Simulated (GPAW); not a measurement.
# RbCaH3 (Pm-3m): G0W0 on several meshes in GPAW

Wanted: mesh dependence and cost of G0W0 for RbCaH3 (Pm-3m).

Method: LDA and many-body steps on it, plane waves, in GPAW 26.7.0.

### Step 1. Starting point

It takes space group Pm-3m (No. 221, cubic). Conventional cell: a = 4.547 Å, b = 4.547 Å, c = 4.547 Å, α = 90.00°, β = 90.00°, γ = 90.00°. Nearest to Rb lie 12 H at 3.22 Å. Ca has 6 H at 2.27 Å nearest. Nearest to H lie 2 Ca at 2.27 Å and 8 H at 3.22 Å and 4 Rb at 3.22 Å. Farther neighbours are not listed.

Structure file:

```xyz
5
Lattice="4.5470 0.0000 0.0000 0.0000 4.5470 0.0000 0.0000 0.0000 4.5470" Properties=species:S:1:pos:R:3 pbc="T T T"
Rb    0.0000    0.0000    0.0000
Ca    2.2735    2.2735    2.2735
H     0.0000    2.2735    2.2735
H     2.2735    0.0000    2.2735
H     2.2735    2.2735    0.0000
```

The cell and positions come from the Crystallography Open Database and are kept as given unless a step says otherwise.

### Step 2. Empty states on the mesh, 4×4×4 mesh, 326 bands

This step: GPAW 26.7.0; DFT, LDA, plane waves, PAW.

The sums over transitions need many empty states on a uniform mesh; this step solves for them.

Contents of run.py:

```python
import json
import numpy as np
from gpaw.mpi import world
from gpaw import GPAW

calc = GPAW('gs.gpw').fixed_density(kpts={'size': (4, 4, 4), 'gamma': True},
    parallel={'domain': 1, 'band': 1},
    txt='nscf.txt')
calc.diagonalize_full_hamiltonian(nbands=326)
calc.write('full.gpw', mode='all')
res = {}
kpts = calc.get_ibz_k_points()
res['kpts'] = kpts
res['eigenvalues'] = [calc.get_eigenvalues(kpt=k) for k in range(len(kpts))]
res['n_electrons'] = calc.get_number_of_electrons()

if world.rank == 0:
    with open('result.json', 'w') as f:
        json.dump(res, f, default=lambda x: x.tolist())
```

Command:

```sh
$ mpirun -n 4 gpaw python run.py
```

Numbers of over 12 decimals in the logs are rounded to 6 here.

What it wrote:

```text
Diagonalizing LCAO Hamiltonian
Converting LCAO to pw mode
convergence criteria:
- Maximum integral of absolute [eigenst]ate change: 4e-08 eV^2 / valence electron
maximum number of iterations: 100

SCF iterations
|iter     |     time |      energy | eigst |  dens |
|iter:   1|  |             | +1.62 |       |
|iter:   2|  |             | +0.43 |       |
|iter:   3|  |             | -0.30 |       |
[...]
|iter:  17|  |             | -7.10 |       |
|iter:  18|  |             | -7.35 |       |
|iter:  19|  |             | -7.66c|       |
SCF steps: 19
  __  _  _
 | _ |_)|_||  |
 |__||  | ||/\| - 26.7.0

Input parameters:
  mode=PW(ecut=600.0),
  convergence={'density': 1e-06, 'bands': -3},
  gpts=array([27, 27, 27]),
  kpts=MonkhorstPack(size=(4, 4, 4), gamma=True),
  maxiter=100,
  nbands=19,
  occupations=Occupations(name='fermi-dirac', width=0.001, fixmagmom=False),
  parallel={'domain': 1, 'band': 1},
  xc=XC(name='LDA')
Matrix size: 3119x3119
# Writing to full.gpw (mode='all')
  [... matrices ...]

timing:  # [seconds]
  Total: 84.745  # ━━━━━━━━━━━━━━━━━━━━━━━━━━━━━━━━━━━━━━━━━━━━━━━━━━━━━━━━━━
```

Run time: 93 s. Hardware: 4 MPI ranks of Arm Neoverse V1, shared host; peak memory 3.8 GiB.

Numbers from this step:

* gap: 2.949 eV
* k of the valence top: 0.5, 0.5, 0
* k of the conduction bottom: 0.5, 0.5, 0
* least direct gap: 2.949 eV
* k points computed: 10
* lowest point of the top converged band, above the valence top: 124.2785 eV

On this mesh the gap is 2.949 eV.

### Step 3. 4×4×4

Now the one-shot GW correction: screening in the RPA, then the self-energy of the levels asked for.

This step: G0W0 on LDA, plane waves, PAW.

Contents of run.py:

```python
import json
import numpy as np
from gpaw.mpi import world
from gpaw.response.g0w0 import G0W0

gw = G0W0('full.gpw',
    filename='gw',
    kpts=[0, 7],
    bands=(9, 13),
    ecut=78,
    nbands=147,
    integrate_gamma='WS',
    ppa=True)
gw.calculate()
res = {mode: {k: v for k, v in r.items() if k != 'sigma_eskwn'}
       for mode, r in gw.all_results.items()}

if world.rank == 0:
    with open('result.json', 'w') as f:
        json.dump(res, f, default=lambda x: x.tolist())
```

Command:

```sh
$ mpirun -n 4 gpaw python run.py
```

What it wrote:

```text
Using integrator: PointIntegrator
FrequencyGridDescriptor(from 0.000+0.000j to 0.000+27.211j eV, 2 points)
Nonperiodic BCs:  [False False False]
Using integrator: PointIntegrator
FrequencyGridDescriptor(from 0.000+0.000j to 0.000+27.211j eV, 2 points)
Nonperiodic BCs:  [False False False]
  ___  _ _ _
 |   || | | |
 | | || | | |
 |__ ||_____|
 |___|

BZ k-points: Symmetries present (total): 48

  [... matrices ...]
64 k-points: 4 x 4 x 4 Monkhorst-Pack grid + [1/8,1/8,1/8]
10 k-points in the irreducible part of the Brillouin zone
       k-points in crystal coordinates                weights
   0:     0.00000000    0.00000000    0.00000000          1/64
   1:     0.25000000    0.00000000    0.00000000          6/64
   2:     0.25000000    0.25000000    0.00000000         12/64
   3:     0.25000000    0.25000000    0.25000000          8/64
   4:     0.50000000    0.00000000    0.00000000          3/64
   5:     0.50000000    0.25000000    0.00000000         12/64
   6:     0.50000000    0.25000000    0.25000000         12/64
   7:     0.50000000    0.50000000    0.00000000          3/64
   8:     0.50000000    0.50000000    0.25000000          6/64
   9:     0.50000000    0.50000000    0.50000000          1/64

Distributing spins, k-points and bands (1 x 2 x 4) over 4 processes
Number of blocks: 1

Quasi particle states:
k-points (IBZ indices): [0, 7]
Band range: (9, 13)
  [... matrices ...]
Computational parameters:
Plane wave cut-off: 78 eV
Number of bands: 147
Coulomb cutoff: None
Broadening: 0.1 eV

fxc modes: GW
Kernel: RPA
Using Godby-Needs plasmon-pole approximation:
  Fitting energy: i*E0, E0 = 1.000 Hartree
Summing all q:

Calculating screened Coulomb potential
No Coulomb truncation
FrequencyGridDescriptor(from 0.000+0.000j to 0.000+27.211j eV, 2 points)
Removing empty qpoint cache files...

Calculating chi0 body with:
    Ground state adapter containing:
    Number of spins: 1
    Number of kpoints: 64
    Number of irreducible kpoints: 10
    Number of completely occupied states: 11
    Number of partially occupied states: 11
    Occupied states memory: 3.303726 M / cpu

    Linear response parametrization:
    q_c: [0.0, 0.0, 0.0]
    Number of frequency points: 2
    Planewave cutoff: 78.0
    Number of bands: 147
    Number of planewaves: 147
    Broadening (eta): 1e-06
    comm.size: 4
    kncomm.size: 4
    blockcomm.size: 1

    Memory estimate of potentially large arrays:
        chi0_wGG: 0.659454 M / cpu
Integrating chi0 body.

Symmetries of q_c:
    Direct symmetries (Uq -> q): 48
    Indirect symmetries (TUq -> q): 0
In total 48 allowed symmetries.

  [... matrices ...]
10 groups of equivalent kpoints. 84.375% reduction.

Integral kind: response function
Integrating chi0 head and wings.

Symmetries of q_c:
    Direct symmetries (Uq -> q): 48
    Indirect symmetries (TUq -> q): 0
In total 48 allowed symmetries.

  [... matrices ...]
10 groups of equivalent kpoints. 84.375% reduction.

Integral kind: response function wings

Calculating chi0 body with:
    Ground state adapter containing:
    Number of spins: 1
    Number of kpoints: 64
    Number of irreducible kpoints: 10
    Number of completely occupied states: 11
    Number of partially occupied states: 11
    Occupied states memory: 3.303726 M / cpu

[... the further q-points ...]

Results:
f:      Occupation numbers
eps:     KS-eigenvalues [eV]
vxc:     KS vxc [eV]
exx:     Exact exchange [eV]
sigma:   Self-energies [eV]
dsigma:  Self-energy derivatives
Z:       Renormalization factors
qp:      QP-energies [eV]

k-point 0 (0): (0.000, 0.000, 0.000)                GW
band       f     eps     vxc     exx   sigma  dsigma       Z      qp
                                                                   GW
   9   1.000  -0.024 -10.814 -14.186   1.745  -0.277   0.783  -1.298
  10   1.000  -0.024 -10.814 -14.186   1.745  -0.277   0.783  -1.298
  11   0.000   6.217 -14.416  -6.720  -4.519  -0.251   0.800   8.757
  12   0.000   6.217 -14.416  -6.720  -4.519  -0.251   0.800   8.757

k-point 1 (7): (0.500, 0.500, 0.000)                GW
band       f     eps     vxc     exx   sigma  dsigma       Z      qp
                                                                   GW
   9   1.000   0.318 -11.053 -14.636   1.747  -0.266   0.790  -1.132
  10   1.000   0.318 -11.053 -14.636   1.747  -0.266   0.790  -1.132
  11   0.000   3.268  -9.274  -4.402  -3.350  -0.195   0.837   4.541
  12   0.000   5.164 -11.934  -5.466  -4.007  -0.230   0.813   7.164
```

Run time: 71 s. Hardware: 4 MPI ranks; peak memory 1.4 GiB.

Numbers from this step:

```
G0W0 gap on the points computed              : 5.673 eV
least direct G0W0 gap on the computed points : 5.673 eV
Z at the valence top                         : 0.7901
Z at the conduction bottom                   : 0.8366
starting gap on the mesh                     : 2.949 eV
k of the valence top                         : 0.5, 0.5, 0
k of the conduction bottom                   : 0.5, 0.5, 0
```

The gap on the mesh goes from 2.95 eV to 5.67 eV, a correction of +2.72 eV.

### Step 4. Empty states on the mesh, 2×2×2 mesh, 157 bands

This step: DFT, LDA, plane waves, PAW.

Contents of run.py:

```python
import json
import numpy as np
from gpaw.mpi import world
from gpaw import GPAW

calc = GPAW('gs.gpw').fixed_density(kpts={'size': (2, 2, 2), 'gamma': True},
    nbands=183,
    convergence={'bands': 157},
    txt='nscf.txt')
calc.write('full.gpw', mode='all')
res = {}
kpts = calc.get_ibz_k_points()
res['kpts'] = kpts
res['eigenvalues'] = [calc.get_eigenvalues(kpt=k) for k in range(len(kpts))]
res['n_electrons'] = calc.get_number_of_electrons()

if world.rank == 0:
    with open('result.json', 'w') as f:
        json.dump(res, f, default=lambda x: x.tolist())
```

Command:

```sh
$ mpirun -n 4 gpaw python run.py
```

What it wrote:

```text
Diagonalizing LCAO Hamiltonian
Converting LCAO to pw mode
convergence criteria:
- Maximum integral of absolute [eigenst]ate change: 4e-08 eV^2 / valence electron
maximum number of iterations: 100

SCF iterations
|iter     |     time |      energy | eigst |  dens |
|iter:   1|  |             | +4.49 |       |
|iter:   2|  |             | +3.23 |       |
|iter:   3|  |             | +2.06 |       |
[...]
|iter:  11|  |             | -6.38 |       |
|iter:  12|  |             | -6.86 |       |
|iter:  13|  |             | -7.56c|       |
SCF steps: 13
  __  _  _
 | _ |_)|_||  |
 |__||  | ||/\| - 26.7.0

Input parameters:
  mode=PW(ecut=600.0),
  convergence={'bands': 157},
  gpts=array([27, 27, 27]),
  kpts=MonkhorstPack(size=(2, 2, 2), gamma=True),
  maxiter=100,
  nbands=183,
  occupations=Occupations(name='fermi-dirac', width=0.001, fixmagmom=False),
  parallel={},
  xc=XC(name='LDA')
# Writing to full.gpw (mode='all')
  [... matrices ...]

timing:  # [seconds]
  Total: 0.038  # ━━━━━━━━━━━━━━━━━━━━━━━━━━━━━━━━━━━━━━━━━━━━━━━━━━━━━━━━━━━
```

The job ended after 20 s (4 MPI ranks; peak memory 0.85 GiB).

This step gave:

| Quantity | Value |
| --- | --- |
| gap | 2.949 eV |
| k of the valence top | 0.5, 0.5, 0 |
| k of the conduction bottom | 0.5, 0.5, 0 |
| least direct gap | 2.949 eV |
| k points computed | 4 |
| lowest point of the top converged band, above the valence top | 72.0056 eV |

On this mesh the gap is 2.949 eV.

### Step 5. 2×2×2

This step: G0W0 on LDA, plane waves, PAW.

Contents of run.py:

```python
import json
import numpy as np
from gpaw.mpi import world
from gpaw.response.g0w0 import G0W0

gw = G0W0('full.gpw',
    filename='gw',
    kpts=[0, 2],
    bands=(9, 13),
    ecut=78,
    nbands=147,
    integrate_gamma='WS',
    ppa=True)
gw.calculate()
res = {mode: {k: v for k, v in r.items() if k != 'sigma_eskwn'}
       for mode, r in gw.all_results.items()}

if world.rank == 0:
    with open('result.json', 'w') as f:
        json.dump(res, f, default=lambda x: x.tolist())
```

Command:

```sh
$ mpirun -n 4 gpaw python run.py
```

What it wrote:

```text
Using integrator: PointIntegrator
FrequencyGridDescriptor(from 0.000+0.000j to 0.000+27.211j eV, 2 points)
Nonperiodic BCs:  [False False False]
Using integrator: PointIntegrator
FrequencyGridDescriptor(from 0.000+0.000j to 0.000+27.211j eV, 2 points)
Nonperiodic BCs:  [False False False]
  ___  _ _ _
 |   || | | |
 | | || | | |
 |__ ||_____|
 |___|

BZ k-points: Symmetries present (total): 48

  [... matrices ...]
8 k-points: 2 x 2 x 2 Monkhorst-Pack grid + [1/4,1/4,1/4]
4 k-points in the irreducible part of the Brillouin zone
       k-points in crystal coordinates                weights
   0:     0.00000000    0.00000000    0.00000000          1/8
   1:     0.50000000    0.00000000    0.00000000          3/8
   2:     0.50000000    0.50000000    0.00000000          3/8
   3:     0.50000000    0.50000000    0.50000000          1/8

Distributing spins, k-points and bands (1 x 2 x 4) over 4 processes
Number of blocks: 1

Quasi particle states:
k-points (IBZ indices): [0, 2]
Band range: (9, 13)
  [... matrices ...]
Computational parameters:
Plane wave cut-off: 78 eV
Number of bands: 147
Coulomb cutoff: None
Broadening: 0.1 eV

fxc modes: GW
Kernel: RPA
Using Godby-Needs plasmon-pole approximation:
  Fitting energy: i*E0, E0 = 1.000 Hartree
Summing all q:

Calculating screened Coulomb potential
No Coulomb truncation
FrequencyGridDescriptor(from 0.000+0.000j to 0.000+27.211j eV, 2 points)
Removing empty qpoint cache files...

Calculating chi0 body with:
    Ground state adapter containing:
    Number of spins: 1
    Number of kpoints: 8
    Number of irreducible kpoints: 4
    Number of completely occupied states: 11
    Number of partially occupied states: 11
    Occupied states memory: 3.303726 M / cpu

    Linear response parametrization:
    q_c: [0.0, 0.0, 0.0]
    Number of frequency points: 2
    Planewave cutoff: 78.0
    Number of bands: 147
    Number of planewaves: 147
    Broadening (eta): 1e-06
    comm.size: 4
    kncomm.size: 4
    blockcomm.size: 1

    Memory estimate of potentially large arrays:
        chi0_wGG: 0.659454 M / cpu
Integrating chi0 body.

Symmetries of q_c:
    Direct symmetries (Uq -> q): 48
    Indirect symmetries (TUq -> q): 0
In total 48 allowed symmetries.

  [... matrices ...]
4 groups of equivalent kpoints. 50.0% reduction.

Integral kind: response function
Integrating chi0 head and wings.

Symmetries of q_c:
    Direct symmetries (Uq -> q): 48
    Indirect symmetries (TUq -> q): 0
In total 48 allowed symmetries.

  [... matrices ...]
4 groups of equivalent kpoints. 50.0% reduction.

Integral kind: response function wings

Calculating chi0 body with:
    Ground state adapter containing:
    Number of spins: 1
    Number of kpoints: 8
    Number of irreducible kpoints: 4
    Number of completely occupied states: 11
    Number of partially occupied states: 11
    Occupied states memory: 3.303726 M / cpu

[... the further q-points ...]

Results:
f:      Occupation numbers
eps:     KS-eigenvalues [eV]
vxc:     KS vxc [eV]
exx:     Exact exchange [eV]
sigma:   Self-energies [eV]
dsigma:  Self-energy derivatives
Z:       Renormalization factors
qp:      QP-energies [eV]

k-point 0 (0): (0.000, 0.000, 0.000)                GW
band       f     eps     vxc     exx   sigma  dsigma       Z      qp
                                                                   GW
   9   1.000  -0.024 -10.814 -14.089   1.740  -0.278   0.783  -1.225
  10   1.000  -0.024 -10.814 -14.089   1.740  -0.278   0.783  -1.225
  11   0.000   6.217 -14.416  -6.715  -4.565  -0.278   0.782   8.671
[...]
k-point 1 (2): (0.500, 0.500, 0.000)                GW
band       f     eps     vxc     exx   sigma  dsigma       Z      qp
                                                                   GW
[...]
11   0.000   3.268  -9.274  -4.336  -3.496  -0.206   0.829   4.463
  12   0.000   5.164 -11.934  -5.466  -4.074  -0.237   0.808   7.099
```

Wall time 12 s (4 MPI ranks); peak memory 1.1 GiB.

Numbers from this step:

```
G0W0 gap on the points computed              : 5.567 eV
least direct G0W0 gap on the computed points : 5.567 eV
Z at the valence top                         : 0.7862
Z at the conduction bottom                   : 0.8293
starting gap on the mesh                     : 2.949 eV
k of the valence top                         : 0.5, 0.5, 0
k of the conduction bottom                   : 0.5, 0.5, 0
```

Against G0W0 in GPAW (4×4×4 mesh, 147 bands, screening to 78 eV, Godby-Needs plasmon pole), the gap moves by −0.106 eV.

### Step 6. Side by side

Times are wall times on 4 MPI ranks of Arm Neoverse V1, shared host, good to a factor of about two.

```tsv
run	mesh	bands	screening cutoff (eV)	DFT gap (eV)	gap on the mesh (eV)	direct (eV)	time
4×4×4	4×4×4	147	78	2.949	5.673	5.673	71 s
2×2×2	2×2×2	147	78	2.949	5.567	5.567	12 s
```

### Step 7. Results

| Item | Value |
| --- | --- |
| 4×4×4 | 5.673 eV |
| 2×2×2 | 5.567 eV |
| known limits | not at the basis limit; no spin-orbit coupling; coarse k mesh |

In words: 2×2×2: −0.106 eV against 4×4×4. Bands and cutoff are finite, so the gap is not at the basis limit. The miss can reach some tenths of an eV and take either sign; the mesh is an error of its own. These stock PAW sets were not made for GW. In the G0W0 runs levels were corrected at 2 k points alone, so a gap called «on the mesh» is the least over those, and an edge elsewhere would be missed. This is the ideal cubic cell; many perovskites, halides above all, are cubic only on average, and local tilts or off-centring can widen the gap. The many-body steps are scalar-relativistic: spin-orbit coupling is not in them.

[Paths, hosts, dates, memory and timing lines, banners, echoed tables and standing remarks are left out of the program output.]

[Logs are printed without paths, hosts, clocks, repeated set-up lines and the standing remarks that a program may print on its own settings, such as how far it seeks lower states.]

[Runs of the session that timed out or met a known fault of the program may be left out.]

[Hosts, paths, dates, database ids (printed as entryN), source tags and the programs' standing remarks are cut or masked in the printed files.]
